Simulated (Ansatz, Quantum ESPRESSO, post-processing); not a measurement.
# 1T-SnSe2, layer by layer, part 5 of 8

Wanted: polarisability and band edges of 1T-SnSe2, layer by layer.

Quantum ESPRESSO 7.5; plane-wave DFT, PBE, GBRV ultrasoft pseudopotentials; geometry by Ansatz 0.2.0 with PAW datasets.

So far. Step 7 (Bands along a path, 1 layer: no field): Along this path the valence top lies between Γ and M and the conduction bottom at M. Step 13 (Potential by pp.x, 2 layers): The slope in the vacuum is 0.100 eV/Å for an applied 0.10 V/Å, as it should be.

## (14) Bands along a path, 2 layers: no field

n2.f0.bands.in

```
&control
  prefix = 'n2.f0.bands'
  outdir = './out'
  pseudo_dir = './pseudo'
  calculation = 'bands'
  tefield = .true.
  dipfield = .true.
/
&system
  ibrav = 0
  nat = 6
  ntyp = 2
  ecutwfc = 40
  ecutrho = 200
  occupations = 'smearing'
  smearing = 'fd'
  degauss = 0.004
  edir = 3
  emaxpos = 0.97
  eopreg = 0.04
  eamp = 0.0
  nbnd = 30
/
&electrons
  conv_thr = 1e-07
  mixing_beta = 0.4
  electron_maxstep = 120
  mixing_mode = 'local-TF'
/
ATOMIC_SPECIES
  Se  78.9710  se_pbe_v1.uspp.F.UPF
  Sn  118.7100  sn_pbe_v1.4.uspp.F.UPF
CELL_PARAMETERS angstrom
  3.83880997504888 -0.00000000000000 -0.00000000000000
  -1.91940498752444 3.32450695869344 -0.00000000000000
  -0.00000000000000 -0.00000000000000 24.52097808570000
ATOMIC_POSITIONS crystal
  Se  0.666666666667 0.333333333333 0.313484043721
  Sn  0.000000000000 0.000000000000 0.378466497541
  Se  0.333333333333 0.666666666667 0.443469292799
  Se  0.666666666667 0.333333333333 0.556530709461
  Sn  -0.000000000000 -0.000000000000 0.621533485767
  Se  0.333333333333 0.666666666667 0.686515970712
K_POINTS crystal_b
4
  0.0000000000 0.0000000000 0.0000000000 12
  0.5000000000 0.0000000000 0.0000000000 12
  0.3333333333 0.3333333333 0.0000000000 12
  0.0000000000 0.0000000000 0.0000000000 1
```

The run is started by

```bash
$ cp -r out/n2.f0.save out/n2.f0.bands.save
$ cp out/n2.f0.xml out/n2.f0.bands.xml
$ OMP_NUM_THREADS=1 mpirun -n 4 pw.x -nk 4 -in n2.f0.bands.in > n2.f0.bands.out
```

What it wrote:

```text
[banner, memory and clock lines left out]
Program PWSCF v.7.5 starts

          URL

     Presently no symmetry can be used with electric field

     Atomic positions and unit cell read from directory:
     ./out/n2.f0.bands.save/

     G-vector sticks info

     bravais-lattice index     =            0
     lattice parameter (alat)  =       7.2543  a.u.
     unit-cell volume          =    2111.8266 (a.u.)^3
     number of atoms/cell      =            6
     number of atomic types    =            2
     number of electrons       =        52.00
     number of Kohn-Sham states=           30
     kinetic-energy cutoff     =      40.0000  Ry
     charge density cutoff     =     200.0000  Ry
     Exchange-correlation=  SLA  PW   PBX  PBC
                           (   1   4   3   4   0   0   0)

     celldm(1)=   7.254299  celldm(2)=   0.000000  celldm(3)=   0.000000
     celldm(4)=   0.000000  celldm(5)=   0.000000  celldm(6)=   0.000000

     crystal axes: (cart. coord. in units of alat)
               a(1) = (   1.000000  -0.000000  -0.000000 )
               a(2) = (  -0.500000   0.866025  -0.000000 )
               a(3) = (  -0.000000  -0.000000   6.387651 )

     reciprocal axes: (cart. coord. in units 2 pi/alat)
               b(1) = (  1.000000  0.577350  0.000000 )
               b(2) = (  0.000000  1.154701  0.000000 )
               b(3) = (  0.000000  0.000000  0.156552 )

     PseudoPot. # 1 for Se read from file:
     ./pseudo/se_pbe_v1.uspp.F.UPF
     Pseudo is Ultrasoft + core correction, Zval =  6.0
     Generated by new atomic code, or converted to UPF format
     Using radial grid of  877 points,  6 beta functions with:
                l(1) =   0
                l(2) =   0
                l(3) =   1
                l(4) =   1
                l(5) =   2
                l(6) =   2
     Q(r) pseudized with  8 coefficients,  rinner =    1.300   1.300   1.300
                                                       1.300   1.300

     PseudoPot. # 2 for Sn read from file:
     ./pseudo/sn_pbe_v1.4.uspp.F.UPF
     Pseudo is Ultrasoft + core correction, Zval = 14.0
     Generated by new atomic code, or converted to UPF format
     Using radial grid of  891 points,  6 beta functions with:
                l(1) =   0
                l(2) =   0
                l(3) =   1
                l(4) =   1
                l(5) =   2
                l(6) =   2
     Q(r) pseudized with  8 coefficients,  rinner =    1.350   1.350   1.350
                                                       1.350   1.350

     atomic species   valence    mass     pseudopotential
     Se                6.00    78.97100     Se( 1.00)
     Sn               14.00   118.71000     Sn( 1.00)

     No symmetry found

   Cartesian axes

     site n.     atom                  positions (alat units)
         1        Se     tau(   1) = (   0.5000000   0.2886751   2.0024266  )
         2        Sn     tau(   2) = (   0.0000000   0.0000000   2.4175119  )
         3        Se     tau(   3) = (  -0.0000000   0.5773503   2.8327270  )
         4        Se     tau(   4) = (   0.5000000   0.2886751   3.5549239  )
         5        Sn     tau(   5) = (   0.0000000   0.0000000   3.9701389  )
         6        Se     tau(   6) = (  -0.0000000   0.5773503   4.3852244  )

     number of k points=    37  Fermi-Dirac smearing, width (Ry)=  0.0040
                       cart. coord. in units 2pi/alat
        k(    1) = (   0.0000000   0.0000000   0.0000000), wk =   0.0540541
        k(    2) = (   0.0416667   0.0240563   0.0000000), wk =   0.0540541
        k(    3) = (   0.0833333   0.0481125   0.0000000), wk =   0.0540541
        k(    4) = (   0.1250000   0.0721688   0.0000000), wk =   0.0540541
        k(    5) = (   0.1666667   0.0962250   0.0000000), wk =   0.0540541
        k(    6) = (   0.2083333   0.1202813   0.0000000), wk =   0.0540541
        k(    7) = (   0.2500000   0.1443376   0.0000000), wk =   0.0540541
        k(    8) = (   0.2916667   0.1683938   0.0000000), wk =   0.0540541
        k(    9) = (   0.3333333   0.1924501   0.0000000), wk =   0.0540541
        k(   10) = (   0.3750000   0.2165064   0.0000000), wk =   0.0540541
        k(   11) = (   0.4166667   0.2405626   0.0000000), wk =   0.0540541
        k(   12) = (   0.4583333   0.2646189   0.0000000), wk =   0.0540541
        k(   13) = (   0.5000000   0.2886751   0.0000000), wk =   0.0540541
        k(   14) = (   0.4861111   0.3127314   0.0000000), wk =   0.0540541
        k(   15) = (   0.4722222   0.3367877   0.0000000), wk =   0.0540541
        k(   16) = (   0.4583333   0.3608439   0.0000000), wk =   0.0540541
        k(   17) = (   0.4444444   0.3849002   0.0000000), wk =   0.0540541
        k(   18) = (   0.4305556   0.4089564   0.0000000), wk =   0.0540541
        k(   19) = (   0.4166667   0.4330127   0.0000000), wk =   0.0540541
        k(   20) = (   0.4027778   0.4570690   0.0000000), wk =   0.0540541
        k(   21) = (   0.3888889   0.4811252   0.0000000), wk =   0.0540541
        k(   22) = (   0.3750000   0.5051815   0.0000000), wk =   0.0540541
        k(   23) = (   0.3611111   0.5292377   0.0000000), wk =   0.0540541
        k(   24) = (   0.3472222   0.5532940   0.0000000), wk =   0.0540541
        k(   25) = (   0.3333333   0.5773503   0.0000000), wk =   0.0540541
        k(   26) = (   0.3055556   0.5292377   0.0000000), wk =   0.0540541
        k(   27) = (   0.2777778   0.4811252   0.0000000), wk =   0.0540541
        k(   28) = (   0.2500000   0.4330127   0.0000000), wk =   0.0540541
        k(   29) = (   0.2222222   0.3849002   0.0000000), wk =   0.0540541
        k(   30) = (   0.1944444   0.3367877   0.0000000), wk =   0.0540541
        k(   31) = (   0.1666667   0.2886751   0.0000000), wk =   0.0540541
        k(   32) = (   0.1388889   0.2405626   0.0000000), wk =   0.0540541
        k(   33) = (   0.1111111   0.1924501   0.0000000), wk =   0.0540541
        k(   34) = (   0.0833333   0.1443376   0.0000000), wk =   0.0540541
        k(   35) = (   0.0555556   0.0962250   0.0000000), wk =   0.0540541
        k(   36) = (   0.0277778   0.0481125   0.0000000), wk =   0.0540541
        k(   37) = (   0.0000000   0.0000000   0.0000000), wk =   0.0540541

     Dense  grid:   100973 G-vectors     FFT dimensions: (  36,  36, 216)

     Smooth grid:    72373 G-vectors     FFT dimensions: (  30,  30, 192)

     The potential is recalculated from file :
     ./out/n2.f0.bands.save/charge-density

     negative rho (up, down):  4.429E-04 0.000E+00

     Adding external electric field

     Computed dipole along edir(3) :
        Dipole               -0.0000 Ry au,         -0.0000 Debye
        Dipole field         -0.0000 Ry au,

[...]
-0.3549  -0.0443   0.9536   1.2932   4.1769   4.4408

          k = 0.4722 0.3368 0.0000 (  9014 PWs)   bands (ev):

   -20.9875 -20.9872 -20.9219 -20.9217 -20.9196 -20.9194 -20.8805 -20.8803
   -20.8773 -20.8770 -11.8648 -11.7655 -11.4522 -11.3977  -6.8394  -6.7510
    -4.3613  -3.9938  -2.5289  -2.2631  -2.0923  -1.8704  -0.8601  -0.4304
    -0.3899  -0.1202   1.0630   1.3713   4.3146   4.5224

          k = 0.4583 0.3608 0.0000 (  9008 PWs)   bands (ev):

   -20.9858 -20.9856 -20.9235 -20.9233 -20.9187 -20.9184 -20.8814 -20.8812
   -20.8774 -20.8772 -11.8465 -11.7494 -11.4449 -11.3928  -6.8366  -6.7593
    -4.3296  -3.9614  -2.5913  -2.4000  -2.2047  -1.9223  -0.8699  -0.4772
    -0.4265  -0.1882   1.2260   1.4739   4.5231   4.6380

          k = 0.4444 0.3849 0.0000 (  9004 PWs)   bands (ev):

   -20.9836 -20.9833 -20.9257 -20.9255 -20.9173 -20.9171 -20.8827 -20.8825
   -20.8777 -20.8774 -11.8215 -11.7274 -11.4356 -11.3867  -6.8338  -6.7713
    -4.2856  -3.9164  -2.7151  -2.5526  -2.2846  -2.0187  -0.8812  -0.6051
    -0.4505  -0.2063   1.4210   1.5741   4.7603   4.7755

          k = 0.4306 0.4090 0.0000 (  9026 PWs)   bands (ev):

   -20.9808 -20.9805 -20.9284 -20.9282 -20.9156 -20.9154 -20.8842 -20.8840
   -20.8780 -20.8777 -11.7903 -11.7003 -11.4251 -11.3806  -6.8317  -6.7873
    -4.2296  -3.8590  -2.8851  -2.7074  -2.3328  -2.1557  -0.8904  -0.7708
    -0.4580  -0.1995   1.6266   1.6509   4.8672   5.0288

          k = 0.4167 0.4330 0.0000 (  9024 PWs)   bands (ev):

   -20.9776 -20.9774 -20.9316 -20.9314 -20.9136 -20.9134 -20.8859 -20.8857
   -20.8783 -20.8781 -11.7537 -11.6689 -11.4145 -11.3756  -6.8315  -6.8072
    -4.1621  -3.7898  -3.0678  -2.8542  -2.3765  -2.3227  -0.9324  -0.8967
    -0.4517  -0.1893   1.6928   1.8240   4.9537   5.1817

          k = 0.4028 0.4571 0.0000 (  9032 PWs)   bands (ev):

   -20.9741 -20.9738 -20.9352 -20.9349 -20.9113 -20.9111 -20.8878 -20.8876
   -20.8787 -20.8785 -11.7125 -11.6342 -11.4051 -11.3731  -6.8338  -6.8304
    -4.0842  -3.7092  -3.2409  -2.9850  -2.5070  -2.4365  -1.0642  -0.9025
    -0.4351  -0.1828   1.6998   1.9980   5.0219   5.1591

          k = 0.3889 0.4811 0.0000 (  9016 PWs)   bands (ev):

   -20.9703 -20.9701 -20.9390 -20.9388 -20.9087 -20.9085 -20.8899 -20.8897
   -20.8791 -20.8789 -11.6679 -11.5975 -11.3985 -11.3748  -6.8557  -6.8390
    -3.9970  -3.6185  -3.3923  -3.0942  -2.6965  -2.5233  -1.1509  -0.9127
    -0.4110  -0.1826   1.6805   2.1384   5.0714   5.0842

          k = 0.3750 0.5052 0.0000 (  9006 PWs)   bands (ev):

   -20.9665 -20.9662 -20.9430 -20.9428 -20.9061 -20.9059 -20.8920 -20.8918
   -20.8795 -20.8793 -11.6213 -11.5605 -11.3964 -11.3820  -6.8809  -6.8468
    -3.9033  -3.5257  -3.5086  -3.1783  -2.8802  -2.6358  -1.1881  -0.9326
    -0.3810  -0.1903   1.6476   2.2400   5.0259   5.1002

          k = 0.3611 0.5292 0.0000 (  9004 PWs)   bands (ev):

   -20.9625 -20.9623 -20.9471 -20.9468 -20.9034 -20.9032 -20.8942 -20.8940
   -20.8799 -20.8796 -11.5745 -11.5257 -11.4002 -11.3959  -6.9032  -6.8558
    -3.8085  -3.6058  -3.4150  -3.2352  -3.0464  -2.7615  -1.1818  -0.9663
    -0.3462  -0.2071   1.6140   2.3034   5.0008   5.1063

          k = 0.3472 0.5533 0.0000 (  9009 PWs)   bands (ev):

   -20.9587 -20.9584 -20.9511 -20.9508 -20.9008 -20.9006 -20.8964 -20.8962
   -20.8801 -20.8799 -11.5302 -11.4984 -11.4142 -11.4103  -6.9192  -6.8637
    -3.7259  -3.6618  -3.3191  -3.2638  -3.1780  -2.8763  -1.1423  -1.0157
    -0.3082  -0.2335   1.5897   2.3347   5.0102   5.0885

          k = 0.3333 0.5774 0.0000 (  9009 PWs)   bands (ev):

   -20.9550 -20.9548 -20.9547 -20.9545 -20.8986 -20.8985 -20.8984 -20.8983
   -20.8802 -20.8800 -11.4972 -11.4971 -11.4217 -11.4215  -6.9253  -6.8672
    -3.6852  -3.6852  -3.2689  -3.2689  -3.2388  -2.9306  -1.0800  -1.0800
    -0.2689  -0.2689   1.5808   2.3429   5.0484   5.0484

          k = 0.3056 0.5292 0.0000 (  9007 PWs)   bands (ev):

   -20.9616 -20.9614 -20.9478 -20.9476 -20.9025 -20.9023 -20.8954 -20.8952
   -20.8797 -20.8795 -11.5940 -11.5404 -11.3921 -11.3829  -6.8953  -6.8460
    -3.7646  -3.6532  -3.3680  -3.2411  -3.0820  -2.7548  -1.2340  -0.9258
    -0.3521  -0.1970   1.6169   2.3271   4.9275   5.1700

          k = 0.2778 0.4811 0.0000 (  9015 PWs)   bands (ev):

   -20.9666 -20.9663 -20.9417 -20.9415 -20.9058 -20.9056 -20.8946 -20.8944
   -20.8785 -20.8783 -11.7565 -11.6718 -11.3785 -11.3325  -6.7966  -6.7671
    -3.8498  -3.6175  -3.3741  -3.1522  -2.7952  -2.4512  -1.3718  -0.8173
    -0.3825  -0.1528   1.7143   2.3082   4.8133   5.2487

          k = 0.2500 0.4330 0.0000 (  8993 PWs)   bands (ev):

   -20.9693 -20.9690 -20.9367 -20.9365 -20.9083 -20.9080 -20.8953 -20.8951
   -20.8778 -20.8775 -11.9614 -11.8510 -11.4007 -11.3133  -6.6304  -6.6194
    -3.8338  -3.6080  -3.1765  -3.0592  -2.4720  -2.1183  -1.4232  -0.8388
    -0.2708  -0.1535   1.8490   2.3022   4.7609   5.1773

          k = 0.2222 0.3849 0.0000 (  9017 PWs)   bands (ev):

   -20.9696 -20.9693 -20.9329 -20.9327 -20.9097 -20.9095 -20.8967 -20.8965
   -20.8787 -20.8785 -12.1917 -12.0611 -11.4599 -11.3311  -6.4159  -6.4096
    -3.7006  -3.5029  -2.9850  -2.9092  -2.1416  -1.7813  -1.3410  -0.8886
    -0.2029  -0.0999   1.9991   2.3059   4.7797   5.0509

          k = 0.1944 0.3368 0.0000 (  9025 PWs)   bands (ev):

   -20.9676 -20.9674 -20.9306 -20.9303 -20.9100 -20.9098 -20.8982 -20.8980
   -20.8815 -20.8813 -12.4298 -12.2844 -11.5501 -11.3831  -6.1870  -6.1581
    -3.4604  -3.2779  -2.8939  -2.6271  -1.8237  -1.4604  -1.1374  -0.8638
    -0.2870   0.0511   2.1518   2.3149   4.8231   4.9623

          k = 0.1667 0.2887 0.0000 (  9001 PWs)   bands (ev):

   -20.9639 -20.9637 -20.9298 -20.9296 -20.9093 -20.9091 -20.8994 -20.8992
   -20.8859 -20.8857 -12.6604 -12.5046 -11.6605 -11.4609  -5.9848  -5.8945
    -3.1421  -2.9381  -2.7039  -2.3535  -1.5417  -1.1682  -0.8698  -0.7279
    -0.3731   0.1530   2.3014   2.3335   4.8033   4.9128

          k = 0.1389 0.2406 0.0000 (  9013 PWs)   bands (ev):

   -20.9591 -20.9589 -20.9306 -20.9304 -20.9077 -20.9075 -20.9005 -20.9002
   -20.8909 -20.8907 -12.8712 -12.7084 -11.7787 -11.5528  -5.8427  -5.6506
    -2.7737  -2.4984  -2.3536  -2.0782  -1.3300  -0.8975  -0.6144  -0.5141
    -0.3986   0.1994   2.3724   2.4373   4.6713   4.8256

          k = 0.1111 0.1925 0.0000 (  9039 PWs)   bands (ev):

   -20.9540 -20.9537 -20.9329 -20.9327 -20.9054 -20.9052 -20.9018 -20.9016
   -20.8952 -20.8950 -13.0533 -12.8858 -11.8924 -11.6466  -5.7683  -5.4525
    -2.3457  -1.9805  -1.8724  -1.7689  -1.2145  -0.6503  -0.4721  -0.2864
    -0.2648   0.1982   2.4380   2.5135   4.4558   4.6051

          k = 0.0833 0.1443 0.0000 (  9051 PWs)   bands (ev):

   -20.9492 -20.9490 -20.9360 -20.9358 -20.9043 -20.9041 -20.9028 -20.9026
   -20.8973 -20.8971 -13.2005 -13.0298 -11.9915 -11.7313  -5.7446  -5.3117
    -1.8782  -1.4187  -1.4047  -1.3615  -1.1161  -0.4485  -0.3619  -0.0946
    -0.0887   0.1659   2.4247   2.5119   4.1859   4.2677

          k = 0.0556 0.0962 0.0000 (  9065 PWs)   bands (ev):

   -20.9455 -20.9453 -20.9392 -20.9390 -20.9069 -20.9067 -20.9004 -20.9002
   -20.8979 -20.8977 -13.3082 -13.1356 -12.0679 -11.7981  -5.7471  -5.2244
    -1.5546  -1.0166  -1.0005  -0.8534  -0.7373  -0.3072  -0.2287   0.0061
     0.0330   0.1396   2.1142   2.5355   3.8302   3.8643

          k = 0.0278 0.0481 0.0000 (  9095 PWs)   bands (ev):

   -20.9432 -20.9430 -20.9415 -20.9413 -20.9087 -20.9085 -20.8987 -20.8985
   -20.8980 -20.8978 -13.3739 -13.2002 -12.1160 -11.8407  -5.7562  -5.1790
    -1.4858  -0.6444  -0.5563  -0.4174  -0.4087  -0.2428  -0.0334  -0.0133
     0.0912   0.1604   1.7107   2.4629   3.4481   3.5196

          k = 0.0000 0.0000 0.0000 (  9123 PWs)   bands (ev):

   -20.9424 -20.9424 -20.9422 -20.9422 -20.9093 -20.9091 -20.8980 -20.8980
   -20.8978 -20.8978 -13.3959 -13.2220 -12.1324 -11.8553  -5.7604  -5.1652
    -1.4804  -0.3713  -0.3713  -0.3500  -0.2589  -0.2589   0.0272   0.0272
     0.1508   0.1508   1.4999   2.3971   3.2695   3.3857

     XML data file, pseudopotentials, collected wavefunctions

                                        0.00s GPU  (     634 calls)
```

Elapsed: 94 s, on 4 MPI ranks of Arm Neoverse V1, shared host; peak memory 0.46 GiB; 6.2 min of CPU time.

Numbers from this step:

- dipole along the normal: 0 e·Å
- valence top, on the run's zero: 0.2554 eV
- conduction bottom, on the run's zero: 0.9149 eV
- gap by band count: 0.6595 eV

Band numbers count within the set of bands kept for display. Electronic bands along the path, in eV, zero at the highest filled level of the SCF mesh; v1 is the highest filled band, c1 the lowest empty one:

```tsv
point	v4	v3	v2	v1	c1	c2	c3	c4
Γ	-0.23	-0.23	-0.10	-0.10	1.24	2.14	3.01	3.13
halfway	-1.19	-0.32	-0.31	-0.06	1.51	1.99	3.93	4.32
M	-1.11	-0.70	-0.60	-0.27	0.66	1.01	3.87	4.16
halfway	-1.19	-1.15	-0.71	-0.44	1.44	1.57	4.70	4.93
K	-1.34	-1.34	-0.52	-0.52	1.33	2.09	4.79	4.79
halfway	-1.13	-0.98	-0.63	-0.10	2.05	2.08	4.55	4.66
Γ	-0.23	-0.23	-0.10	-0.10	1.24	2.14	3.01	3.13
```

Along this path the valence top lies between Γ and M and the conduction bottom at M.

## (15) Polarisability from the dipole between 0 and 0.1 V/A, 2 layers

Read from the output:

```
polarisability a cell      : 10.98 Å³
sheet polarisability 4πα/A : 10.81 Å
```

The change of the potential energy, second field less first by z:

```tsv
z (Å)	change of the potential energy, second field less first (eV)
0.0	-0.342
0.5	-0.635
1.0	-0.585
1.5	-0.535
2.0	-0.485
2.5	-0.435
3.0	-0.385
3.5	-0.335
4.0	-0.285
4.5	-0.235
5.0	-0.186
5.5	-0.138
6.0	-0.0947
6.5	-0.0599
7.0	-0.0394
7.5	-0.0306
8.0	-0.0278
8.5	-0.0278
9.0	-0.0260
9.5	-0.0212
10.0	-0.0186
10.5	-0.0186
11.0	-0.0174
11.5	-0.0131
12.0	-0.00530
12.5	0.00489
13.0	0.0128
13.5	0.0173
14.0	0.0186
14.5	0.0185
15.0	0.0211
15.5	0.0259
16.0	0.0278
16.5	0.0277
17.0	0.0304
17.5	0.0389
18.0	0.0592
18.5	0.0938
19.0	0.137
19.5	0.185
20.0	0.234
20.5	0.284
21.0	0.334
21.5	0.384
22.0	0.434
22.5	0.484
23.0	0.534
23.5	0.584
24.0	0.334
```

(Continued in part 6 of 8.)

[Logs are printed without paths, hosts, clocks, repeated set-up lines and the standing remarks that a program may print on its own settings, such as how far it seeks lower states.]

[Hosts, paths, dates, database ids (printed as entryN), source tags and the programs' standing remarks are cut or masked in the printed files.]

[Maps of the electrostatic potential energy from Ansatz leave out the sawtooth potential of an applied field or a dipole correction, so their vacuum need not be flat; planar profiles and work functions include it.]
